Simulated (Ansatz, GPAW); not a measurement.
# A 2-layer slab of Al(100): work function by functional and basis, part 3 of 3

Aim: the work function of both faces of a 2-layer slab of Al(100), and its spread over functionals and bases.

GPAW 26.7.0 and Ansatz 0.2.0; Ansatz plane waves; slab in vacuum with a dipole correction, relaxation (the session's first sound run).

So far, upper work function (eV): step 2 (relaxing the atoms, PBE) 4.44; step 5 (self-consistent run: xc = "vdW-DF2", GPAW, PAW setups, GPAW) 4.61; step 6 (self-consistent run: xc = "revPBE") 4.38; step 7 (real-space grid: mode = "fd", PBE, GPAW) 4.45; step 8 (atomic orbitals: mode = "lcao", PBE, GPAW) 4.40.

## (10) A second plane-wave code

A second program with its own datasets checks the number independently.

This step: Ansatz plane waves; slab in vacuum with a dipole correction (Ansatz 0.2.0).

Input file input.yaml:

```yaml
crystal:
  lattice:
    - [2.8637824638, 0.0, 0.0]
    - [0.0, 2.8637824638, 0.0]
    - [0.0, 0.0, 18.025]
  atoms:
    - { symbol: Al, position: [0.5, 0.5, 0.4438280166] }
    - { symbol: Al, position: [0.0, 0.0, 0.5624974483] }
kpoints:
  mp_grid: { grid: [11, 11, 1] }
hamiltonian:
  xc: pbe
scf:
  occupations: { method: fermi_dirac, width: 0.1 }
efield:
  axis: 3
  dipole_correction: true
  ramp_width: 0.05
output:
  forces: true
  write_potential: true
  write_density: true
  volumetric_format: npy
  elf: true
```

Run with:

```
> ansatz run input.yaml --threads 4 --pin off --max-ram 8192MiB --backend cpu --events-out ev --progress --plain --runs-dir out
```

Numbers of over 12 decimals in the logs are rounded to 6 here.

What it wrote:

```text
[...]
Crystal: 2 atoms, lattice volume = 147.828 Å³
Basis set: ecut = 420 eV, 2881 PW (Γ), exchange–correlation on 40×40×250 points (8 copies of the dense FFT grid, shifted against one another)
Bands: 7, of which v1, the nominal top of the filled ones, is band 3 counted from 1 (2 counted from 0)
Symmetry: 8 space group operations
k-points: 21 of 121
[...]
SCF iter   1: F=—  HF=-1073.962160 eV  |F-HF|=—  |Δ(HF+E_count)|=         —  Δρ=7.18e-4  dr2=1.23e-3  ethr=1.77e-3  p=-0.000 e·Å  D=-2.82e-7 V/Å  ΔV_dip=0.00 eV  dr2_dipole=1.23e-7  V_vac-E_F(+/−)=4.29/4.29 eV  ⟨swp⟩=7.6  Hψ=1626  notcnv=0
[...]
SCF iter   6: F=-1073.963857 eV  HF=-1073.963857 eV  |F-HF|=1.97e-10  |Δ(HF+E_count)|=   3.91e-8  Δρ=3.96e-7  dr2=7.33e-10  ethr=8.21e-10  p=0.000 e·Å  D=1.02e-6 V/Å  ΔV_dip=-0.00 eV  dr2_dipole=5.49e-11  V_vac-E_F(+/−)=4.44/4.44 eV  ⟨swp⟩=9.8  Hψ=1201  notcnv=0
SCF 1 converged in 6 iterations: F = -1073.963857 eV  dr2 = 7.33e-10
[...]
SCF converged after 6 iterations
Free energy (F): -1073.963857 eV
[...]
Internal energy: -1073.919752 eV  (E = F + TS)
E sigma→0 (E₀):  -1073.941804 eV
Entropy (-TS):   -0.044106 eV (-22.053 meV/atom)
Fermi energy:    -1.582709 eV
Dipole field:    D = -0.000011 V/Å  (p = -0.000009 e·Å, saw-weighted, corrected)
Work function:   Φ+ = 4.4448 eV   Φ− = 4.4446 eV
[...]
--- Forces (eV/Å), atoms counted from 1 ---
  atom   1  Al     0.00000000     0.00000000    -0.00797795
  atom   2  Al     0.00000000     0.00000000     0.00798040
  max |Σ_I F_I| component: 2.45e-6 eV/Å
--- Band table (eV; the first three rows and the last of 21) ---
[...]
```

Run time: 1.4 s. Hardware: 4 threads of AMD EPYC 7R32 (Zen 2), shared host; peak memory 0.42 GiB; 4.3 s of CPU time.

Numbers from this step:

```yaml
upper_work_function: 4.445 eV
lower_work_function: 4.445 eV
dipole_along_the_normal: -8.64e-6 e·Å
dipole_field: -1.06e-5 V/Å
```

Electrostatic potential energy of an electron (with the applied field's), less the Fermi level, planar mean against z:

| z (Å) | electrostatic potential energy of an electron (with the applied field's), less the Fermi level, planar mean (eV) |
| --- | --- |
| 0.0 | 4.44 |
| 0.5 | 4.44 |
| 1.0 | 4.44 |
| 1.5 | 4.44 |
| 2.0 | 4.44 |
| 2.5 | 4.44 |
| 3.0 | 4.44 |
| 3.5 | 4.44 |
| 4.0 | 4.44 |
| 4.5 | 4.44 |
| 5.0 | 4.41 |
| 5.5 | 4.34 |
| 6.0 | 4.08 |
| 6.5 | 3.23 |
| 7.0 | 0.545 |
| 7.5 | -4.71 |
| 8.0 | -5.84 |
| 8.5 | -5.02 |
| 9.0 | -1.49 |
| 9.5 | -4.04 |
| 10.0 | -5.83 |
| 10.5 | -5.37 |
| 11.0 | -0.881 |
| 11.5 | 2.75 |
| 12.0 | 3.94 |
| 12.5 | 4.29 |
| 13.0 | 4.40 |
| 13.5 | 4.43 |
| 14.0 | 4.44 |
| 14.5 | 4.44 |
| 15.0 | 4.44 |
| 15.5 | 4.44 |
| 16.0 | 4.44 |
| 16.5 | 4.44 |
| 17.0 | 4.44 |
| 17.5 | 4.44 |

Table of valence density, planar mean by z:

| z (Å) | valence density, planar mean (e/Å³) |
| --- | --- |
| 3.0 | 7.2e-6 |
| 3.5 | 2.5e-5 |
| 4.0 | 8.8e-5 |
| 4.5 | 3.1e-4 |
| 5.0 | 0.00105 |
| 5.5 | 0.00354 |
| 6.0 | 0.0119 |
| 6.5 | 0.0364 |
| 7.0 | 0.0911 |
| 7.5 | 0.144 |
| 8.0 | 0.161 |
| 8.5 | 0.171 |
| 9.0 | 0.175 |
| 9.5 | 0.174 |
| 10.0 | 0.163 |
| 10.5 | 0.150 |
| 11.0 | 0.109 |
| 11.5 | 0.0485 |
| 12.0 | 0.0164 |
| 12.5 | 0.00500 |
| 13.0 | 0.00146 |
| 13.5 | 4.3e-4 |
| 14.0 | 1.2e-4 |
| 14.5 | 3.6e-5 |
| 15.0 | 1.0e-5 |

Electrostatic potential energy in the ca plane at fractional y = 0.000, with atoms of Al within 0.2 Å of it. With pseudopotentials it is smooth inside the atoms' cores, unlike the true potential.

Values in eV, 5 rows by 16 columns, each cell a mean:
```
  3   3   3   3   3   3   2   0 -12 -13   0   3   3   3   3   3
  3   3   3   3   3   3   0  -1  -6  -7   1   3   3   3   3   3
  3   3   3   3   3   2   0  -2  -2  -2   2   3   3   3   3   3
  3   3   3   3   3   3   1  -1  -9 -11   1   3   3   3   3   3
  3   3   3   3   3   3   2   0 -12 -12   0   3   3   3   3   3
```
Columns run along c (18.0 Å; values clipped at the 3rd and 97th percentile), rows up along a (2.9 Å). Atoms in or near the plane, at fractional coordinates: Al at (0.56, 0.00).

Valence density in the ca plane at fractional y = 0.000, with atoms of Al within 0.2 Å of it. It is the smooth field of the valence electrons, not physical close to the nuclei.

Ten even steps from '0' (0.00 e/Å³) to '9' (0.21 e/Å³), each cell a mean:
```
00000000000000001234568644663100000000000000
00000000000000001346678877752100000000000000
00000000000000002367878999742000000000000000
00000000000000002479988899641000000000000000
00000000000000002468888999742000000000000000
00000000000000001356778998852000000000000000
00000000000000001245568755762100000000000000
00000000000000001234567533563100000000000000
```
Columns run along c (18.0 Å), rows up along a (2.9 Å). Atoms in or near the plane, at fractional coordinates: Al at (0.56, 0.00).

ELF in the ca plane at fractional y = 0.000, with atoms of Al within 0.2 Å of it. It is the smooth field of the valence electrons, not physical close to the nuclei.

Ten even steps from '0' (0.00) to '9' (0.80), each cell a mean:
```
00000000000000011233345212599631000000000000
00000000000000013455556645898520000000000000
00000000000000124688766889986310000000000000
00000000000000135899877799975310000000000000
00000000000000135788877799986310000000000000
00000000000000124566666778997420000000000000
00000000000000012344446412798631000000000000
00000000000000001222245144499631000000000000
```
Columns run along c (18.0 Å), rows up along a (2.9 Å). Atoms in or near the plane, at fractional coordinates: Al at (0.56, 0.00).

The upper face's work function is 4.445 eV, against 4.447 eV in the first plane-wave PBE run at this geometry.

## (11) Side by side

Results and costs are gathered.

This step: comparison of work functions, dipole and cost (GPAW 26.7.0).

Ladder, by row:

| step | code | work function, upper (eV) | work function, lower (eV) | dipole (e Å) | wall time (s) | peak memory (GiB) | threads |
| --- | --- | --- | --- | --- | --- | --- | --- |
| pw | GPAW | 4.447 | 4.447 | -5.36e-6 | 5.58 | 0.15 | 1 |
| optPBE-vdW | GPAW | 4.567 | 4.567 | -5.15e-6 | 12.69 | 0.24 | 1 |
| vdW-DF2 | GPAW | 4.615 | 4.615 | -2.51e-6 | 12.62 | 0.24 | 1 |
| revPBE | GPAW | 4.38 | 4.38 | -5.40e-6 | 5.94 | 0.15 | 1 |
| fd | GPAW | 4.447 | 4.447 | 7.28e-7 | 17.93 | 0.25 | 1 |
| lcao | GPAW | 4.396 | 4.396 | -3.06e-6 | 114.1 | 0.22 | 1 |
| ansatz | Ansatz | 4.445 | 4.445 | -8.64e-6 | 1.45 | 0.416 | 4 |

## (12) A changed run

One more run, with changed settings.

This step: GPAW, PAW setups; slab in vacuum (GPAW 26.7.0).

Input file run.py:

```python
import json
import numpy as np
from ase import Atoms
from gpaw import GPAW, PW

slab = Atoms(
    ['Al', 'Al'],
    positions=[
        [1.43189, 1.43189, 8.00000],
        [0.00000, 0.00000, 10.13902]],
    cell=[[2.86378, 0.0, 0.0], [0.0, 2.86378, 0.0], [0.0, 0.0, 18.025]],
    pbc=[True, True, False])

slab.calc = GPAW(mode=PW(400), xc='PBE', kpts={'size': (11, 11, 1), 'gamma': True},
                 occupations={'name': 'fermi-dirac', 'width': 1.0}, nbands='200%',
                 convergence={'density': 1e-05}, maxiter=50,
                 poissonsolver={'dipolelayer': 'xy'},
                 symmetry={'tolerance': 1e-3}, txt='slab.txt')
result = {}
energy = slab.get_potential_energy()
fermi = slab.calc.get_fermi_level()
v = slab.calc.get_electrostatic_potential().mean((0, 1)) - fermi
n = slab.calc.get_pseudo_density().mean((0, 1))
L = slab.cell[2, 2]
z = np.arange(len(v)) * L / len(v)
low, high = slab.positions[:, 2].min(), slab.positions[:, 2].max()
below, above = np.interp([low - 5.8, high + 5.8], z, v)
slopes = [np.interp(x, z, np.gradient(v, z)) for x in (low - 5.8, high + 5.8)]
eps = np.array([[slab.calc.get_eigenvalues(k, s) for k in range(len(slab.calc.get_ibz_k_points()))]
                for s in range(slab.calc.get_number_of_spins())]) - fermi
top, bottom = eps[eps < 0].max(), eps[eps > 0].min()
dipole = slab.get_dipole_moment()[2]
print(f'energy {energy:.4f} eV, Fermi level {fermi:.4f} eV, dipole {dipole:.5f} e A')
print(f'potential 5.8 A off the faces, from the Fermi level: lower {below:.4f} eV, upper {above:.4f} eV')
print(f'slope of the potential there: lower {slopes[0]:.5f}, upper {slopes[1]:.5f} eV/A')
print(f'nearest levels on the mesh: {top:.4f} and {bottom:.4f} eV')
print('magnetic moment', round(slab.get_magnetic_moment(), 3))
result.update(energy=energy, fermi=fermi, dipole=dipole, below=below, above=above, slopes=slopes, edges=[top, bottom],
              z=z.tolist(), v=v.tolist(), n=n.tolist(), positions=slab.positions.tolist(),
              forces=slab.get_forces(apply_constraint=False).tolist(), moments=slab.get_magnetic_moments().tolist())
json.dump(result, open('result.json', 'w'))
```

Run with:

```
> OMP_NUM_THREADS=1 OPENBLAS_NUM_THREADS=1 python run.py
```

What it wrote:

```text
energy -6.5040 eV, Fermi level -2.0142 eV, dipole 0.00021 e A
potential 5.8 A off the faces, from the Fermi level: lower 4.8292 eV, upper 4.8265 eV
slope of the potential there: lower -0.01869, upper 0.01792 eV/A
nearest levels on the mesh: -0.0510 and 0.0757 eV
magnetic moment 0.0
```

Elapsed: 5.7 s, on 1 thread; peak memory 0.15 GiB.

The run finished. A setting was moved off its sound value on purpose, so it serves as a test and not as the result.

The fault put into the input: a smearing of electronvolts (width = 1.0).

Side by side:

| quantity | this run | sound run | difference |
| --- | --- | --- | --- |
| upper work function (eV) | 4.8265 | 4.4473 | 0.379 |
| lower work function (eV) | 4.8292 | 4.4472 | 0.382 |

The two runs differ clearly in the lower work function: 4.83 eV against 4.45 eV.

## (13) What came out

```yaml
work_function_both_faces: 4.45 eV
dipole_along_the_normal: -5.4e-6 e Å, near the numerical noise
```

**Reading.** With plane waves and PBE the work function is 4.45 eV on the upper face and 4.45 eV on the lower. Over the sound runs of the table the upper face's work function spans 4.380 (revPBE) to 4.615 eV (vdW-DF2). The two plane-wave codes differ by 0.0026 eV on the upper face. The slab is only 2.1 Å thick between its outer nuclei, so the values belong to this film more than to the surface of the bulk metal. The in-plane lattice was kept as typed, which isn't the functional's own and leaves some strain; spin-orbit coupling and temperature are left out.

[Logs are printed without paths, hosts, clocks, repeated set-up lines and the standing remarks that a program may print on its own settings, such as how far it seeks lower states.]

[Hosts, paths, dates, database ids (printed as entryN), source tags and the programs' standing remarks are cut or masked in the printed files.]
